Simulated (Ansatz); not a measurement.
# VFeGe2: relaxing a made-up structure, part 2 of 2

Starting from a made-up structure for VFeGe2, the aim is the relaxed cell, its shortest contacts and, where a second run follows, its electronic structure.

Ansatz 0.2.0; DFT, PBE, plane-wave PAW, files of the set soft_1, scalar-relativistic, ferromagnetic start, cell and ions relaxed at zero pressure; PAW set soft_1 (the session's first sound run).

So far: Starting point; Relaxing cell and atoms. The relaxed cell has a = 3.602, c = 8.799 Å (conventional setting).

## 3. Electronic structure of the relaxed cell

A second self-consistent run takes a narrower smearing and the mesh shown in its input; the bands follow along the standard path of the relaxed lattice.

This step: DFT, PBE, plane-wave PAW, files of the set soft_1, scalar-relativistic, ferromagnetic start, bands and density of states at the relaxed cell; PAW set soft_1 (Ansatz 0.2.0).

The input, input.yaml:

```yaml
crystal:
  lattice:
    - [3.6024953794, 0.0, 0.0]
    - [0.0, 3.6024953794, 0.0]
    - [0.0, 0.0, 8.7990132101]
  atoms:
    - { symbol: Ge, position: [0.0, 0.0, 0.5] }
    - { symbol: Ge, position: [0.5, 0.5, 0.5] }
    - { symbol: Ge, position: [0.5, 0.0, 0.8072711973] }
    - { symbol: Ge, position: [0.0, 0.5, 0.1927288027] }
    - { symbol: Fe, position: [0.5, 0.5, 0.0], spin: 2.4 }
    - { symbol: Fe, position: [0.0, 0.0, 0.0], spin: 2.4 }
    - { symbol: V, position: [0.0, 0.5, 0.7213632589], spin: 0.6 }
    - { symbol: V, position: [0.5, 0.0, 0.2786367411], spin: 0.6 }
magnetization:
  spin_polarized: true
kpoints:
  mp_grid: { grid: [8, 8, 4] }
  band_path:
    path:
      - [[0.0, 0.0, 0.0], [0.0, 0.5, 0.0], [0.5, 0.5, 0.0], [0.0, 0.0, 0.0], [0.0, 0.0, 0.5], [0.0, 0.5, 0.5], [0.5, 0.5, 0.5], [0.0, 0.0, 0.5]]
      - [[0.0, 0.5, 0.0], [0.0, 0.5, 0.5]]
      - [[0.5, 0.5, 0.0], [0.5, 0.5, 0.5]]
    npoints: 8
scf:
  occupations: { method: fermi_dirac, width: 0.03 }
  n_extra_bands: 15
hamiltonian:
  xc: pbe
  pseudopotentials: { kind: paw, azcp: { folder: soft_1 } }
output:
  forces: true
  stress: true
  write_bands: true
  dos: { projected: true }
  write_density: true
  write_potential: true
  elf: true
  volumetric_format: npy
```

The run is started by

```console
> ansatz run input.yaml --threads 4 --pin off --max-ram 10240MiB --backend cpu --events-out ev --progress --plain --runs-dir out
```

Numbers of over 12 decimals in the logs are rounded to 6 here.

What it wrote:

```text
[...]
Crystal: 8 atoms, lattice volume = 114.193 Å³
Basis set: ecut = 420 eV, 2197 PW (Γ), exchange–correlation on 50×50×120 points (8 copies of the dense FFT grid, shifted against one another)
Bands: 72, of which v1, the nominal top of the filled ones, is band 57 counted from 1 (56 counted from 0)
Symmetry: 16 space group operations
[...]
k-points: 45 of 256
[...]
Starting moments: Σ|m| = 6 μB on 4 of 8 sites
[...]
SCF iter  17: F=-31966.743516 eV  HF=-31966.743517 eV  |F-HF|=4.72e-8  |Δ(HF+E_count)|=   2.76e-9  Δρ=3.04e-6 (↑1.40e-6 ↓3.04e-6)  dr2=4.92e-8  dr2_m=8.25e-10  M=6.069 μB ∫|m|=6.660 μB  ethr=4.05e-12  ⟨swp⟩=9.7  Hψ=32961  notcnv=0
SCF 1 converged in 17 iterations: F = -31966.743516 eV  dr2 = 4.92e-8
[...]
NSCF: frozen V_eff on 75 k-points
SCF converged after 17 iterations
Magnetization: 6.0693 μB (60.0346 up, 53.9654 down)
Absolute magnetization: 6.6580 μB (∫|ρ↑−ρ↓|, with the PAW one-centre terms)
[...]
Per-site moments (μB) at R_I (Å): [(-0.017027, 1.050781), (-0.017027, 1.050781), (-0.055288, 1.020494), (-0.055288, 1.020494), (2.456206, 1.020494), (2.456206, 1.020494), (0.605807, 1.094357), (0.605807, 1.094357)]
Free energy (F): -31966.743516 eV
[...]
Internal energy: -31966.733873 eV  (E = F + TS)
E sigma→0 (E₀):  -31966.738695 eV
Entropy (-TS):   -0.009643 eV (-1.205 meV/atom)
Fermi energy:    15.410800 eV
[...]
--- Forces (eV/Å), atoms counted from 1 ---
  atom   1  Ge     0.00000000     0.00000000    -0.00000000
  atom   2  Ge     0.00000000     0.00000000     0.00000000
  atom   3  Ge     0.00000000     0.00000000    -0.00551242
  atom   4  Ge     0.00000000     0.00000000     0.00551242
  atom   5  Fe    -0.00000000     0.00000000     0.00000000
  atom   6  Fe    -0.00000000     0.00000000     0.00000000
  atom   7  V      0.00000000     0.00000000     0.00723277
  atom   8  V      0.00000000     0.00000000    -0.00723277
  max |Σ_I F_I| component: 8.67e-19 eV/Å
--- Stress (GPa, compression-positive) ---
        0.030880       0.000000       0.000000
        0.000000       0.030880       0.000000
        0.000000       0.000000       0.079954
  P = ⅓ Tr σ = 0.0472 GPa (0.472 kbar)
--- Band table (eV; the first three rows and the last of 90) ---
  k-point 0 ↑: bands = [... 53 lower, 13.9808, 14.2216, 14.6344, 14.6344, 15.1820, 15.2610, 15.2623, 15.2623, ... 11 higher]
  k-point 1 ↑: bands = [... 53 lower, 13.9808, 14.1147, 14.4509, 14.4509, 15.1820, 15.2488, 15.2809, 15.6343, ... 11 higher]
  k-point 2 ↑: bands = [... 53 lower, 13.9808, 14.0959, 14.3329, 14.3329, 15.1820, 15.2424, 15.2872, 15.9008, ... 11 higher]
  k-point 44 ↓: bands = [... 53 lower, 13.9541, 15.9421, 15.9421, 16.1482, 16.1482, 16.5526, 16.5526, 16.6930, ... 11 higher]
```

The job ended after 19 s (4 threads of AMD EPYC 9R14 (Zen 4), shared host; peak memory 1 GiB).

This step gave:

```yaml
free_energy: -31966.7435 eV
energy_at_zero_smearing: -31966.7387 eV
smearing_term_ts: 0.009643 eV
magnetization: 6.069 μB
absolute_magnetization: 6.658 μB
site_moments: -0.01703, -0.01703, -0.05529, -0.05529, 2.456, 2.456, 0.6058, 0.6058 μB
pressure: 0.04724 GPa
```

From bands.tsv, the bands that come nearest the Fermi level along the path, at its corners, in eV from the Fermi level:

```tsv
point	band_58_up	band_59_up	band_60_up	band_61_up	band_52_dn	band_53_dn	band_54_dn	band_55_dn
Γ	-0.15	-0.15	-0.15	-0.14	-0.81	-0.41	0.57	0.57
X	-0.77	-0.77	0.60	0.60	-0.21	-0.21	-0.05	-0.05
M	-0.22	-0.22	0.66	0.66	-1.54	-1.54	0.56	0.56
Γ	-0.15	-0.15	-0.15	-0.14	-0.81	-0.41	0.57	0.57
Z	-0.17	-0.12	0.49	0.81	-0.72	0.29	0.29	0.48
R	-0.59	-0.59	0.61	0.61	-0.67	-0.67	0.22	0.22
A	-0.23	-0.23	0.66	0.66	-1.46	-1.46	0.53	0.53
Z	-0.17	-0.12	0.49	0.81	-0.72	0.29	0.29	0.48
X	-0.77	-0.77	0.60	0.60	-0.21	-0.21	-0.05	-0.05
R	-0.59	-0.59	0.61	0.61	-0.67	-0.67	0.22	0.22
M	-0.22	-0.22	0.66	0.66	-1.54	-1.54	0.56	0.56
A	-0.23	-0.23	0.66	0.66	-1.46	-1.46	0.53	0.53
```

Site moment by atom:

| atom | site moment (μB) |
| --- | --- |
| Ge1 | -0.02 |
| Ge2 | -0.02 |
| Ge3 | -0.06 |
| Ge4 | -0.06 |
| Fe5 | 2.46 |
| Fe6 | 2.46 |
| V7 | 0.61 |
| V8 | 0.61 |

Spin density in the ac plane at fractional y = 0.000, with atoms of Ge and Fe and V within 0.2 Å of it.

Ten even steps from '_' (0.0 e/Å³) to '@' (4.6 e/Å³), each cell a mean:
```
**==..__________________::++
....______________________..
____________________________
____________________________
____________________________
____________________________
____________________________
____________________________
____________________________
____________________________
____________________________
____________________________
____________________________
____________________________
____________________________
____________________________
____________....____________
____________....____________
____________________________
____________________________
____________________________
____________________________
--::..__________________..--
@@**::________________..--##
```
Columns run along a (3.6 Å), rows up along c (8.8 Å). Atoms in or near the plane, at fractional coordinates: Ge at (0.00, 0.50), Ge at (0.50, 0.81), Fe at (0.00, 0.00), V at (0.50, 0.28).

Valence density in the ac plane at fractional y = 0.000, with atoms of Ge and Fe and V within 0.2 Å of it. It is the smooth field of the valence electrons, not physical close to the nuclei.

Ten steps, logarithmic in the rise over the least value, from '_' (0 e/Å³) to '@' (39 e/Å³), each cell a mean:
```
%%##++::..__________..--++##
++==::..................::==
..........::------..........
______..::==##%%##--....____
______..::**@@@@%%++::..____
______....--**##++--..______
________......::....________
____________________________
____________________________
::....__________________..::
**++--..______________..--**
@@%%++....__________..::**@@
%%##==....__________..::++##
==--::....__________....::--
............................
________..--++++==--..______
______..--++####**++::______
______..--++######++::______
________..--++++==--..______
__________....::....________
____________________________
--::..__________________..::
##**==..______________::==**
@@%%**::..__________..--**%%
```
Columns run along a (3.6 Å), rows up along c (8.8 Å). Atoms in or near the plane, at fractional coordinates: Ge at (0.00, 0.50), Ge at (0.50, 0.81), Fe at (0.00, 0.00), V at (0.50, 0.28).

Electrostatic potential energy in the ac plane at fractional y = 0.000, with atoms of Ge and Fe and V within 0.2 Å of it. With pseudopotentials it is smooth inside the atoms' cores, unlike the true potential.

Ten even steps from '0' (-31 eV) to '9' (18 eV), each cell a mean:
```
00158999998400
22588887888742
78887655567888
99975555556899
99975555555899
99986455556899
99998655678999
99999988899999
89999999999999
56789999999876
55568999998645
55458999997555
55468999998545
55678999998755
78888766688887
99986311247899
99973111114899
99973111114899
99986311136899
99998766688999
99999999999999
45799999999875
00279999998520
00058999998300
```
Columns run along a (3.6 Å; values clipped at the 3rd and 97th percentile), rows up along c (8.8 Å). Atoms in or near the plane, at fractional coordinates: Ge at (0.00, 0.50), Ge at (0.50, 0.81), Fe at (0.00, 0.00), V at (0.50, 0.28).

## 4. Results

| Quantity | Value |
| --- | --- |
| space group, relaxed | P4/nmm |
| conventional cell | a = 3.602, b = 3.602, c = 8.799 Å; α = 90.0°, β = 90.0°, γ = 90.0° |
| volume per atom | 14.27 Å³ (guess 15.05) |
| total moment | 6.04 μB in the cell of 8 atoms |

**Reading.** VFeGe2 relaxes to P4/nmm with a = 3.602, b = 3.602 and c = 8.799 Å. The guessed volume was 5 % too large. The space group P4/nmm was held in the relaxation, so the end point is a stationary structure within it and may be a saddle against distortions or other arrangements. The input starts from parallel moments, and no other start was typed. Bands cross the Fermi level, so it is a metal or semimetal at this level. On the 8×8×4 mesh with the narrower smearing (relaxed on 7×7×3) the largest force component is 0.007 eV/Å and the largest stress component is 0.080 GPa, against the relaxation's thresholds of 0.015 eV/Å and 0.05 GPa. The cutoff wasn't tested. No dispersion term is used, so weakly bound directions may come out too long. Nothing here tests whether the compound is stable against decomposition.

[Logs are printed without paths, hosts, clocks, repeated set-up lines and the standing remarks that a program may print on its own settings, such as how far it seeks lower states.]

[Hosts, paths, dates, database ids (printed as entryN), source tags and the programs' standing remarks are cut or masked in the printed files.]
